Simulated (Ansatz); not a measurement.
# BaCdBO3F (built on the sites of a database entry of BaZnBO3F): from the cell to its phonons, part 2 of 3

How does BaCdBO3F (built on the sites of a database entry of BaZnBO3F) vibrate, and is this structure a minimum?

Ansatz 0.2.0; DFT PBEsol, scalar-relativistic, plane waves, PAW.

So far. Step 4 (Tight relaxation): The largest force component left is 0.45 meV/Å and the pressure is 0.001 GPa, within the tolerances set. The cell now holds 14.72 Å³/atom. The relaxed cell has a = 5.188, c = 4.419 Å (conventional setting).

The structure was built from a prototype and need not be the compound's stable phase.

### 5. Modes at Γ

The zone centre comes first: it holds the modes that light can see, as far as symmetry allows. The response to a homogeneous field gives the Born charges and the dielectric tensor.

input.yaml reads:

```yaml
crystal:
  lattice:
    - [5.188433932, 0.0, 0.0]
    - [-2.594216966, 4.493315591, 0.0]
    - [0.0, 0.0, 4.4187726628]
  atoms:
    - { symbol: Ba, position: [0.0, 0.0, 0.0] }
    - { symbol: Cd, position: [0.3333333333, 0.6666666667, 0.5] }
    - { symbol: B, position: [0.6666666667, 0.3333333333, 0.5] }
    - { symbol: O, position: [0.3722092563, 0.2641726768, 0.5] }
    - { symbol: O, position: [0.8919634205, 0.6277907437, 0.5] }
    - { symbol: O, position: [0.7358273232, 0.1080365795, 0.5] }
    - { symbol: F, position: [0.3333333333, 0.6666666667, 0.0] }
kpoints:
  mp_grid: { grid: [6, 6, 4] }
hamiltonian:
  xc: pbesol
scf:
  occupations: { method: fixed }
output:
  eigenvalues: true
phonons:
  method: dfpt
  dielectric: true
  rigid_motions: translations
```

Launch:

```console
$ ansatz run input.yaml --threads 8 --pin off --max-ram 14336MiB --backend cpu --events-out ev --progress --plain --runs-dir out
```

Numbers of over 12 decimals in the logs are rounded to 6 here.

What it wrote:

```text
[...]
Crystal: 7 atoms, lattice volume = 103.016 Å³
Basis set: ecut = 420 eV, 2025 PW (Γ), exchange–correlation on 72×72×60 points (8 copies of the dense FFT grid, shifted against one another)
Bands: 36, of which v1, the nominal top of the filled ones, is band 29 counted from 1 (28 counted from 0)
Symmetry: 6 space group operations
k-points: 76 of 144 (irreducible under 1 space group operation, time reversal used)
[...]
SCF iter   1: F=—  HF=-16689.263834 eV  |F-HF|=—  |Δ(HF+E_count)|=         —  Δρ=1.29e-2  dr2=1.30e-1  ethr=1.77e-3  ⟨swp⟩=5.0  Hψ=9864  notcnv=0  defer=368
[...]
SCF iter  10: F=-16689.228690 eV  HF=-16689.228690 eV  |F-HF|=1.09e-10  |Δ(HF+E_count)|=   4.17e-9  Δρ=2.59e-7  dr2=9.65e-11  ethr=1.00e-12  ⟨swp⟩=14.9  Hψ=24092  notcnv=0
SCF 1 converged in 10 iterations: F = -16689.228690 eV  dr2 = 9.65e-11
[...]
DFPT response loops at Γ: preconditioner auto → none (the input reference at scf.mixing.eps_inf says where Resta's filter doesn't serve); β = 0.50; Broyden in place of MSR1
── the response to a field inside a basis, on 6×6×4 k-points: an SCF that follows is theirs, and a resumed run solves both again ──
Bands: 30, of which v1, the nominal top of the filled ones, is band 29 counted from 1 (28 counted from 0)
k-points: 36 of 144 (irreducible under 2 space group operations, time reversal used)
[...]
Eigensolver: Dense (36 Hₖ)
SCF iter   1: F=—  HF=-16689.178511 eV  |F-HF|=—  |Δ(HF+E_count)|=         —  Δρ=4.51e-4  dr2=4.94e-5  ethr=1.00e-1
[...]
SCF iter   5: F=-16689.178520 eV  HF=-16689.178520 eV  |F-HF|=9.14e-9  |Δ(HF+E_count)|=   6.81e-9  Δρ=6.61e-6  dr2=3.36e-8  ethr=1.93e-10
SCF 1 converged in 5 iterations: F = -16689.178520 eV  dr2 = 3.36e-8
[...]
SCF converged after 10 iterations
Free energy (F): -16689.228690 eV
[...]
Internal energy: -16689.228690 eV  (E = F + TS)
E sigma→0 (E₀):  -16689.228690 eV
Fermi energy:    7.002750 eV
[...]
--- Band table (eV; the first three rows and the last of 76) ---
  k-point 0: bands = [... 25 lower, 5.6473, 5.9219, 6.2073, 6.2073, 9.7630, 12.6733, 13.4942, 13.4942, ... 3 higher]
  k-point 1: bands = [... 25 lower, 5.8493, 6.1752, 6.1752, 6.4786, 10.5738, 12.5886, 13.5649, 13.5649, ... 3 higher]
  k-point 2: bands = [... 25 lower, 6.0525, 6.1157, 6.1157, 6.9938, 12.0061, 12.1634, 13.8075, 13.8075, ... 3 higher]
  k-point 75: bands = [... 25 lower, 5.6398, 5.9698, 6.1778, 7.0023, 12.3399, 12.7459, 13.2414, 14.0420, ... 3 higher]
--- Phonons (Γ-DFPT): 11 representative perturbations + reference, on 76 of 144 k-points (Σ response iterations 41) ---
  k mesh reduced under 1 symmetry operation, with k and −k counted as one. Each operation leaves every solved perturbation unchanged. A smaller set is not considered because the run solves the response to a homogeneous field
  ASR residual: 6.072e-4 → 0.000e0 eV/Å²; symmetrization residual: 3.269e-4 eV/Å²
  ASR residual per site (eV/Å²): 1.39e-4 3.20e-4 1.01e-4 8.01e-5 9.83e-5 9.19e-5 6.07e-4
  Γ frequencies (cm⁻¹): 0.00 0.00 0.00 54.69 54.69 96.38 103.69 103.69 153.34 153.34 154.44 243.42 243.42 333.26 429.95 602.00 602.00 713.01 903.34 1225.47 1225.47
  ε∞ (high-frequency dielectric tensor):
        3.321625    -0.000000     0.000000
       -0.000000     3.321625     0.000000
        0.000000     0.000000     3.084714
  ε⁰ (static dielectric tensor: ions relaxed, cell fixed):
       25.938509     0.000000    -0.000000
        0.000000    25.938509    -0.000000
       -0.000000    -0.000000    14.044086
  ε⁰ − ε∞ (ionic part):
       22.616884     0.000000    -0.000000
        0.000000    22.616884    -0.000000
       -0.000000    -0.000000    10.959372
  softest optical mode at Γ: 54.69 cm⁻¹; the repairs (sum rule, projections) moved no ω² at Γ by more than (13.53 cm⁻¹)²
  Born effective charges Z* (e; rows j = field, columns β = displacement):
    site 0:
         2.40302   -0.01740    0.00000
         0.01740    2.40302    0.00000
         0.00000    0.00000    3.31718
    site 1:
         2.36473   -0.07161    0.00000
         0.07161    2.36473    0.00000
         0.00000    0.00000    2.15961
    site 2:
         2.82159    0.44106    0.00000
        -0.44106    2.82159    0.00000
         0.00000    0.00000    0.08865
    site 3:
        -2.60695   -0.27192    0.00000
        -0.01258   -1.71293    0.00000
         0.00000    0.00000   -1.24054
    site 4:
        -1.81324   -0.44567    0.00000
        -0.18633   -2.50664    0.00000
         0.00000    0.00000   -1.24054
    site 5:
        -2.05962    0.32858    0.00000
         0.58792   -2.26025    0.00000
         0.00000    0.00000   -1.24054
    site 6:
        -1.10953    0.03696    0.00000
        -0.03696   -1.10953    0.00000
         0.00000    0.00000   -1.84382
  Z* charge neutrality: 3.167e-3 e pre-enforcement
  solved inside a basis spanned on kpoints, on 6×6×4 k-points, its susceptibility summed on 6×6×8: ε∞ is read to err by 8.6e-3, Z* by 2.2e-2 e (field_mesh: kpoints solves on kpoints); Z* is corrected for what the basis lacks
  optical modes at Γ without the LO–TO term, one row a degenerate level:
      ω (cm⁻¹)  modes    IR ((D/Å)²/amu)
         54.69      2             5.6120
         96.38      1             2.4607
        103.69      2             0.5026
        153.34      2             0.0000
        154.44      1             5.7297
        243.42      2            12.6534
        333.26      1             0.0000
        429.95      1             3.9449
        602.00      2             2.2489
        713.01      1             1.4732
[...]
optical modes at Γ + LO–TO along q̂ = [1.0000, 0.0000, 0.0000]:
      ω (cm⁻¹)  modes    IR ((D/Å)²/amu)
[...]
optical modes at Γ + LO–TO along q̂ = [0.0000, 1.0000, 0.0000]:
      ω (cm⁻¹)  modes    IR ((D/Å)²/amu)
[...]
optical modes at Γ + LO–TO along q̂ = [0.0000, 0.0000, 1.0000]:
      ω (cm⁻¹)  modes    IR ((D/Å)²/amu)
         54.69      2             5.6120
        103.69      2             0.5026
        113.28      1             0.0912
        153.34      2             0.0000
        243.42      2            12.6534
        254.16      1             4.8939
        333.26      1             0.0000
        468.75      1             6.4010
        602.00      2             2.2489
        721.50      1             2.2224
        903.34      1             0.0000
       1225.47      2            63.4409
```

Elapsed: 40 s, on 8 threads of Intel Xeon 6975P-C (Granite Rapids), shared host; peak memory 1.6 GiB; 4.5 min of CPU time.

Numbers from this step:

```
sum-rule residual before enforcement                    : 6.07e-4 eV/Å²
miss of the charge sum rule                             : 0.003167 e
estimated error of the dielectric tensor                : 0.008634
estimated error of the Born charges                     : 0.02172 e
point group                                             : -6
highest optical mode at the zone centre (no LO-TO term) : 1225 cm⁻¹
lowest optical zone-centre mode                         : 54.69 cm⁻¹
mean high-frequency dielectric constant                 : 3.243
largest Born charge (third of the trace)                : 2.708 e
mean static dielectric constant                         : 21.97
top of the zone-centre spectrum with the field          : 1307 cm⁻¹
```

Without the LO-TO term. Patterns of degenerate modes are one choice out of their space. The modes at Γ (shares of kinetic energy by element, %):

```csv
mode,frequency (cm⁻¹),symmetry,Ba %,Cd %,B %,O %,F %
1,0.0,acoustic,42,34,3,15,6
2,0.0,acoustic,42,34,3,15,6
3,0.0,acoustic,42,34,3,15,6
4,54.7,E',9,1,0,0,90
5,54.7,E',9,1,0,0,90
6,96.4,A'',58,30,1,6,5
7,103.7,E',49,41,1,6,3
8,103.7,E',49,41,1,6,3
9,153.3,E'',0,0,0,100,0
10,153.3,E'',0,0,0,100,0
11,154.4,A'',1,26,14,59,0
12,243.4,E',1,23,14,61,1
13,243.4,E',1,23,14,61,1
14,333.3,A',0,0,0,100,0
15,429.9,A'',0,10,0,1,89
16,602.0,E',0,1,7,92,0
17,602.0,E',0,1,7,92,0
18,713.0,A'',0,0,81,19,0
19,903.3,A',0,0,0,100,0
20,1225.5,E',0,0,75,25,0
21,1225.5,E',0,0,75,25,0
```

Displacements in mode 5 (54.7 cm⁻¹), the largest set to 1:
```
Ba1  0.00 -0.12  0.00
Cd2  0.03 -0.04  0.00
B3   0.03  0.00  0.00
O4   0.00  0.03  0.00
O5   0.01  0.01  0.00
O6   0.03  0.03  0.00
F7  -0.20  1.00  0.00
```

Displacements in mode 15 (429.9 cm⁻¹), the largest set to 1:
```
Ba1  0.00  0.00  0.00
Cd2  0.00  0.00 -0.13
B3   0.00  0.00 -0.08
O4   0.00  0.00 -0.06
O5   0.00  0.00 -0.06
O6   0.00  0.00 -0.06
F7   0.00  0.00  1.00
```

Optical modes at the zone centre, without and with the macroscopic field of the longitudinal modes; each column is sorted by frequency, so a row need not hold one and the same mode. Modes with and without the field, by row:

```csv
rank among optical modes,no field (cm⁻¹),"q along (1, 0, 0) (cm⁻¹)","q along (0, 0, 1) (cm⁻¹)"
1,54.7,54.7,54.7
2,54.7,95.3,54.7
3,96.4,96.4,103.7
4,103.7,103.7,103.7
5,103.7,119,113.3
6,153.3,153.3,153.3
7,153.3,153.3,153.3
8,154.4,154.4,243.4
9,243.4,243.4,243.4
10,243.4,316.1,254.2
11,333.3,333.3,333.3
12,429.9,429.9,468.8
13,602,602,602
14,602,607.8,602
15,713,713,721.5
16,903.3,903.3,903.3
17,1226,1226,1226
18,1226,1307,1226
```

Born charge (rows field, columns displacement) (e), principal values of the symmetric part by kind of site:

```csv
atom,atoms with these values,low,middle,high,mean
Ba1,1,2.40,2.40,3.32,2.71
Cd2,1,2.16,2.36,2.36,2.30
B3,1,0.09,2.82,2.82,1.91
O4,3,-2.63,-1.69,-1.24,-1.85
F7,1,-1.84,-1.11,-1.11,-1.35
```

In full for F7:

```
-1.11  0.04  0.00
-0.04 -1.11  0.00
 0.00  0.00 -1.84
```

High-frequency dielectric tensor:

```
3.32 0.00 0.00
0.00 3.32 0.00
0.00 0.00 3.08
```

Static dielectric tensor (ions relaxed, fixed cell):

```
25.94  0.00  0.00
 0.00 25.94  0.00
 0.00  0.00 14.04
```

Transverse modes. Lines of the infrared spectrum (strongest = 100):

```csv
position (cm⁻¹),relative intensity
55,8.8
96,3.9
104,0.8
153,0.0
154,9.0
243,20
333,0.0
430,6.2
602,3.5
713,2.3
903,0.0
1226,100
```

Before it was imposed, the acoustic sum rule was missed by 6.1e-4 eV/Å² and the charge sum rule by 0.0032 e. Small misses are needed for a sound result but don't prove that mesh and cutoff are converged. The lowest optical mode is real, 54.7 cm⁻¹.

(Part 2 of 3 ends here.)

[Logs are printed without paths, hosts, clocks, repeated set-up lines and the standing remarks that a program may print on its own settings, such as how far it seeks lower states.]

[Hosts, paths, dates, database ids (printed as entryN), source tags and the programs' standing remarks are cut or masked in the printed files.]
